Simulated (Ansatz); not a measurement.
# ZrInSn in the AlB2 type: lattice stability ahead of a resistivity run, part 2 of 3

The plan: relax ZrInSn in the AlB2 type, check its phonons, and, if the lattice is stable, compute its Eliashberg function and ρ(T).

Ansatz 0.2.0; DFT PBE, scalar-relativistic, plane waves, PAW; PAW set soft_1.

So far. Step 3 (Relaxation): The largest force is now zero by symmetry and the largest stress component 0.0062 GPa. The relaxed cell has a = 5.163, c = 3.021 Å (conventional setting).

The structure was built from a prototype and need not be the compound's stable phase.

**4. Relaxing tightly for phonons**

No force is left; the cell is relaxed once more with another smearing and tight thresholds.

Contents of input.yaml:

```yaml
crystal:
  lattice:
    - [5.1629401047, 0.0, 0.0]
    - [-2.5814700523, 4.4712372889, 0.0]
    - [0.0, 0.0, 3.0214039688]
  atoms:
    - { symbol: Zr, position: [0.0, 0.0, 0.0] }
    - { symbol: Sn, position: [0.3333333333, 0.6666666667, 0.5] }
    - { symbol: In, position: [0.6666666667, 0.3333333333, 0.5] }
kpoints:
  mp_grid: { grid: [6, 6, 10] }
hamiltonian:
  xc: pbe
  pseudopotentials: { kind: paw, azcp: { folder: soft_1 } }
scf:
  occupations: { method: methfessel_paxton, width: 0.2 }
output:
  forces: true
  stress: true
  eigenvalues: true
relax:
  adjacent_minimum: "off"
  f_tol: 0.001
  max_steps: 60
  cell: { stress_tol: 0.01 }
```

Run with:

```bash
ansatz run input.yaml --threads 4 --pin off --max-ram 12288MiB --backend cpu --events-out ev --progress --plain --runs-dir out
```

Numbers of over 12 decimals in the logs are rounded to 6 here.

What it wrote:

```text
[the first part of the log is left out]
  E_vxc        = -353.474302  (∫ρ·V_xc dr)
  E_paw        = -11543.141517  (= ΣΔE_a)
  E_vpaw       = -695.915877  (= ΣTr[D̂ρ^β])
  E_aug_tail   = 0.000411  (compensation charges beyond the density's cutoff)
  E_ewald      = -3695.840711
  E_smearing   = 0.001034  (= −TS)
  E_closure    = -0.000000  (closes the sum)
  Σ components = -15806.335643   (vs F -15806.335643, Δ=0.00e0)
[...]
--- Stress (GPa, compression-positive) ---
       -0.001276      -0.000000       0.000000
       -0.000000      -0.001276       0.000000
        0.000000       0.000000       0.004581
  P = ⅓ Tr σ = 0.0007 GPa (0.007 kbar)
--- Band table (eV; the first three rows and the last of 42) ---
[...]
--- Relaxed structure (4 steps of the walk, 4 accepted, 1 SCFs on fresh bases) ---
[...]
cell:  # Å, volume = 69.6085 Å³
    - [5.155262, -2.8824613378761237e-11, 0.0]
    - [-2.577631, 4.464588, 0.0]
    - [0.0, 0.0, 3.024336]
  atoms:
    - { symbol: Zr, position: [0, 0, 0.0] }
    - { symbol: Sn, position: [0.333333, 0.666667, 0.500000] }
    - { symbol: In, position: [0.666667, 0.333333, 0.500000] }
```

The job ended after 11 s (4 threads of Intel Xeon Platinum 8375C at 2.90GHz (Ice Lake), shared host; peak memory 0.52 GiB; 40 s of CPU time).

Step by step:

```
step  energy less that of the first step (eV)  largest force component (eV/Å)  pressure (GPa)  volume (Å³)
   1                                   0.0000                          0.0000           -0.13        69.75
   2                                  -0.0002                          0.0000            0.08        69.53
   3                                  -0.0002                          0.0000           -0.02        69.62
   4                                  -0.0002                          0.0000            0.00        69.61
   5                                  -0.0002                          0.0000            0.00        69.61
```

The log counts 1 steps on a newly chosen plane-wave basis, not all of them marked here; energy and pressure can jump at such steps.

```
conventional cell, symmetrised  before  after  change
                         a (Å)   5.163  5.155  -0.1 %
                         b (Å)   5.163  5.155  -0.1 %
                         c (Å)   3.021  3.024  +0.1 %
              volume (Å³/atom)   23.25  23.20  -0.2 %
```

The relaxed structure:

```xyz
3
Lattice="5.1553 0.0000 0.0000 -2.5776 4.4646 0.0000 0.0000 0.0000 3.0243" Properties=species:S:1:pos:R:3 pbc="T T T"
Zr    0.0000    0.0000    0.0000
Sn    0.0000    2.9764    1.5122
In    2.5776    1.4882    1.5122
```

Numbers from this step:

| Item | Value |
| --- | --- |
| pressure | 6.76e-4 GPa |
| volume per atom | 23.20 Å³/atom |

The largest force is now zero by symmetry and the largest stress component 0.0046 GPa, small enough for phonons.

**5. Phonons by linear response: q 2×2×2, k 4×4×6**

Before any scattering is computed, the phonons show whether the structure is a minimum.

Contents of input.yaml:

```yaml
crystal:
  lattice:
    - [5.155261905, 0.0, 0.0]
    - [-2.5776309525, 4.4645877729, 0.0]
    - [0.0, 0.0, 3.024336495]
  atoms:
    - { symbol: Zr, position: [0.0, 0.0, 0.0] }
    - { symbol: Sn, position: [0.3333333333, 0.6666666667, 0.5] }
    - { symbol: In, position: [0.6666666667, 0.3333333333, 0.5] }
kpoints:
  mp_grid: { grid: [4, 4, 6] }
hamiltonian:
  xc: pbe
  pseudopotentials: { kind: paw, azcp: { folder: soft_1 } }
scf:
  occupations: { method: methfessel_paxton, width: 0.2 }
output:
  eigenvalues: true
phonons:
  method: dfpt
  qmesh: [2, 2, 2]
  temperatures: { t_max: 1000, t_step: 50 }
  qpath:
    path:
      - [[0.0, 0.0, 0.0], [0.5, 0.0, 0.0], [0.33333333, 0.33333333, 0.0], [0.0, 0.0, 0.0], [0.0, 0.0, 0.5], [0.5, 0.0, 0.5], [0.33333333, 0.33333333, 0.5], [0.0, 0.0, 0.5]]
      - [[0.5, 0.0, 0.5], [0.5, 0.0, 0.0]]
      - [[0.33333333, 0.33333333, 0.5], [0.33333333, 0.33333333, 0.0]]
    npoints: 10
```

What it wrote:

```text
[...]
Crystal: 3 atoms, lattice volume = 69.608 Å³
Basis set: ecut = 420 eV, 1337 PW (Γ), exchange–correlation on 72×72×48 points (8 copies of the dense FFT grid, shifted against one another)
Bands: 24, of which v1, the nominal top of the filled ones, is band 20 counted from 1 (19 counted from 0)
Symmetry: 12 space group operations
k-points: 16 of 96 (time reversal used)
[...]
SCF iter   1: F=—  HF=-15808.072309 eV  |F-HF|=—  |Δ(HF+E_count)|=         —  Δρ=5.71e-2  dr2=8.24e0  ethr=3.10e-3  ⟨swp⟩=5.9  Hψ=1780  notcnv=0
[...]
SCF iter   2: F=—  HF=-15806.656790 eV  |F-HF|=—  |Δ(HF+E_count)|=    1.42e0  S|Δr|=    0.00e0  Δρ=2.65e-2  dr2=1.48e0  ethr=3.10e-3  ⟨swp⟩=6.3  Hψ=3080  notcnv=0
automatic band count: the SCF goes on with 28 bands, as 24 were too few: they end inside the smearing window of the response
[...]
SCF iter   3: F=—  HF=-15806.310598 eV  |F-HF|=—  |Δ(HF+E_count)|=   3.46e-1  S|Δr|=    0.00e0  Δρ=1.00e-2  dr2=8.66e-2  ethr=3.10e-3  ⟨swp⟩=2.0  Hψ=705  notcnv=0  defer=33
[...]
SCF iter  11: F=-15806.291920 eV  HF=-15806.291920 eV  |F-HF|=1.82e-12  |Δ(HF+E_count)|=  4.73e-11  S|Δr|=    0.00e0  Δρ=4.97e-8  dr2=1.83e-12  ethr=1.00e-12  ⟨swp⟩=10.1  Hψ=2811  notcnv=0
SCF 1 converged in 11 iterations: F = -15806.291920 eV  dr2 = 1.83e-12
[...]
phonons: the bands overlap, so this run is a metal and interpolates without the dipole-dipole term. If the crystal is really an insulator or semiconductor, its LO-TO splitting is missing
NSCF: frozen V_eff on 16 k-points
[...]
DFPT response loops at q = (0, 0, 0) (fractional): preconditioner auto → Kerker (q_TF=auto, 2.477 Å⁻¹) (partly filled bands, converged f_vac=0.000); β = 1.00, the filter's whole step (`scf.mixing.beta` (0.50) is not read by the response loops under this deck's `scf.mixing.preconditioner`; to damp them name `kerker` or `kerker_dos`, under which they read `scf.mixing.beta`, and type it under 1.00, their step now; both keys bind the ground state too); Broyden in place of MSR1
[...]
SCF converged after 11 iterations
Stability not checked: this state was not tested for a lower state beside it, because cold or Methfessel-Paxton smearing, or corrected tetrahedra, fill the levels in a way that the test cannot read (fill_not_monotonic; see scf.lower_state_search)
Free energy (F): -15806.291920 eV
[...]
Internal energy: -15806.270414 eV  (E = F + TS)
E sigma→0 (E₀):  -15806.286543 eV
Entropy (-TS):   -0.021506 eV (-7.169 meV/atom)
Fermi energy:    13.275183 eV
[...]
--- Band table (eV; the first three rows and the last of 16) ---
  k-point 0: bands = [... 16 lower, 9.7198, 9.7198, 11.7374, 13.6239, 13.6239, 16.3840, 16.3840, 17.2393, ... 4 higher]
  k-point 1: bands = [... 16 lower, 10.2122, 10.2122, 12.5227, 13.1251, 13.1251, 15.7482, 16.7081, 16.7081, ... 4 higher]
  k-point 2: bands = [... 16 lower, 11.1027, 11.5651, 11.5651, 12.2533, 12.2533, 15.8257, 15.8257, 16.0346, ... 4 higher]
  k-point 15: bands = [... 16 lower, 9.4352, 10.9710, 11.3067, 13.3715, 14.2140, 14.6433, 15.1849, 15.6531, ... 4 higher]
--- Phonons (Γ-DFPT): 6 representative perturbations + reference (Σ response iterations 18) ---
  ASR residual: 5.351e-5 → 0.000e0 eV/Å²; symmetrization residual: 4.720e-5 eV/Å²
  ASR residual per site (eV/Å²): 2.93e-5 3.93e-5 5.35e-5
  Γ frequencies (cm⁻¹): 0.00 0.00 0.00 34.55 81.52 81.52 98.57 118.20 118.20
--- Phonons (arbitrary-q DFPT): 4 irreducible q on the 2×2×2 mesh ---
  q = [0.0000, 0.0000, 0.0000] (star 1, of the zone-centre solve; hermiticity 2.75e-5, symmetrization 8.72e-12): -0.00 -0.00 -0.00 34.55 81.52 81.52 98.57 118.20 118.20
  q = [0.0000, 0.0000, -0.5000] (star 1, 6 solved perturbations in 132 linear systems a pass and spin channel, the states on 28 of 96 k-point pairs; hermiticity 1.24e-5, symmetrization 1.04e-11): 68.06 68.06 123.58 130.69 130.69 134.69 136.52 136.52 151.37
  q = [0.0000, -0.5000, 0.0000] (star 3, 9 solved perturbations on 28 of 96 k-point pairs; hermiticity 3.62e-5, symmetrization 8.81e-6): -51.68 30.38 42.47 50.49 54.97 85.29 86.02 124.98 140.87
[...]
sum rule: each row above includes the acoustic sum rule's correction from the zone centre's row sums; it moved no ω² by more than (0.36 cm⁻¹)²
  mesh force constants: q→R imaginary residual 2.70e-17; ASR residual 5.351e-5 → 0.000e0 eV/Å²; symmetrization residual 4.441e-15 eV/Å²
  interpolated dispersion: 93 rows × 9 modes
  density of states and harmonic sums: on the 14×14×20 q-mesh, interpolated from the force constants of a 2×2×2 supercell (no non-analytic term)
  largest difference from the sums on the solved wave vectors: F 1.32e-1 eV, S 1.75e-4 and C_V 4.29e-5 eV/K
  zero-point energy: 0.049771 eV/cell   skipped modes (ω ≤ 0): 166, of them read as no rigid motion or as one in doubt: 163 (6.276e-1 modes/cell left out, lowest -51.68 cm⁻¹)   left out of the sums: 6.98e-2 of the cell's modes: C_V's classical limit lies that fraction below 3 k_B per atom; for a crystal, a wire or a layer, F and S can be off by more, and a phonons.interpolated_qmesh denser along its periods is the remedy for the sampling
```

Elapsed: 36 s, on 4 threads; peak memory 0.66 GiB.

Reading the cycles: dr2 is the Hartree energy of the density residual (eV), the measure of convergence; HF is the Harris–Foulkes estimate of the energy, which meets the free energy F at convergence.

Numbers from this step:

* share of imaginary modes in the plain interpolation between solved wavevectors: 0.0689
* highest frequency, solved or plainly interpolated: 178.6 cm⁻¹

Solved on the 2×2×2 mesh alone; all other wavevectors are interpolated. The phonon branches at the labelled points (cm⁻¹):

| point | branch 1 | branch 2 | branch 3 | branch 4 | branch 5 | branch 6 | branch 7 | branch 8 | branch 9 |
| --- | --- | --- | --- | --- | --- | --- | --- | --- | --- |
| Γ | 0 | 0 | 0 | 34 | 82 | 82 | 99 | 118 | 118 |
| halfway | -34 | 33 | 40 | 57 | 57 | 67 | 93 | 125 | 131 |
| M | -52 | 30 | 42 | 50 | 55 | 85 | 86 | 125 | 141 |
| halfway | -43 | 11 | 44 | 46 | 50 | 86 | 96 | 123 | 140 |
| K | -22 | -16 | 19 | 47 | 49 | 85 | 111 | 114 | 139 |
| halfway | -38 | 37 | 40 | 52 | 59 | 69 | 92 | 126 | 133 |
| Γ | 0 | 0 | 0 | 34 | 82 | 82 | 99 | 118 | 118 |
| halfway | 52 | 52 | 93 | 99 | 110 | 110 | 123 | 125 | 125 |
| A | 68 | 68 | 124 | 131 | 131 | 135 | 136 | 136 | 151 |
| halfway | 51 | 71 | 86 | 115 | 129 | 136 | 136 | 151 | 161 |
| L | -27 | 31 | 75 | 89 | 127 | 136 | 141 | 162 | 173 |
| halfway | -20 | 13 | 71 | 85 | 119 | 142 | 144 | 159 | 176 |
| H | -20 | 24 | 42 | 99 | 107 | 146 | 150 | 153 | 179 |
| halfway | 44 | 75 | 76 | 104 | 126 | 139 | 139 | 157 | 161 |
| A | 68 | 68 | 124 | 131 | 131 | 135 | 136 | 136 | 151 |
| jump to L | -27 | 31 | 75 | 89 | 127 | 136 | 141 | 162 | 173 |
| halfway | -19 | 29 | 48 | 73 | 101 | 125 | 130 | 138 | 142 |
| M | -52 | 30 | 42 | 50 | 55 | 85 | 86 | 125 | 141 |
| jump to H | -20 | 24 | 42 | 99 | 107 | 146 | 150 | 153 | 179 |
| halfway | -26 | -18 | -18 | 101 | 102 | 123 | 123 | 138 | 145 |
| K | -22 | -16 | 19 | 47 | 49 | 85 | 111 | 114 | 139 |

The phonon branches as a text plot (rows in cm⁻¹):

```
    174 |                            *******     *       **
    164 |                          *****    **   *         *
    155 |                       *****   ****  *** *      *
    145 |     **               *      ********   **************
    135 |   **  ******       ***********     *****  *      **  **
    126 | *******  ****    *************    *************   **
    116 |*       **    ***** ***  **    *  * *     * *       ****
    107 |        **       * **      *    **   *       *  **** * *
     97 |***    *  *  **** **        *   **  *      *    ***** *
     87 |   **********   ***       *  * *  **    *   * **     * *
     78 |**  *      *  **  *         ***   **    **** *
     68 | ***        **        ******   *    ****    **        *
     59 |   ***      *       **   *         * *    *   **       *
     49 |  ***********    ***      **    **  *      *  **
     39 |********  ***** **          *     *           ****
     30 |  *  *   *     * *          **     *    ********  *
     20 | *    * * *  *  *             * ***         **  **
     11 |*             * *
      1 |               *
     -9 |*      * *    *                *            *     *    *
    -18 | *      *                      ***         *    ********
    -28 |  *     **   *               **         ***  *     *****
    -37 |   *   *  ***
    -47 |    ***                                       **
         Γ    M  K      Γ       A     L  H     A|L     M|H      K
```

Lowest modes at the softest wavevector of the mesh. The modes at q = (0.500, 0.500, 0.000) (shares of kinetic energy by element, %) (negative means imaginary):

```csv
mode,frequency (cm⁻¹),Zr %,Sn %,In %
1,-51.7,83,4,13
2,30.4,1,55,45
3,42.5,4,54,42
4,50.5,0,45,55
5,55.0,41,27,32
6,85.3,59,23,18
```

Displacements in mode 1 (-51.7 cm⁻¹), the largest set to 1, in the home cell:
```
Zr1 0.58 1.00 0.00
Sn2 0.12 0.20 0.00
In3 0.20 0.35 0.00
```

Displacements in mode 2 (30.4 cm⁻¹), the largest set to 1, in the home cell:
```
Zr1 -0.08 -0.14  0.00
Sn2 -0.58 -1.00  0.00
In3  0.53  0.92  0.00
```

Among the solved wavevectors the lowest mode, translations apart, is -51.7 cm⁻¹, imaginary.

(Part 2 of 3 ends here.)

[Logs are printed without paths, hosts, clocks, repeated set-up lines and the standing remarks that a program may print on its own settings, such as how far it seeks lower states.]

[Hosts, paths, dates, database ids (printed as entryN), source tags and the programs' standing remarks are cut or masked in the printed files.]
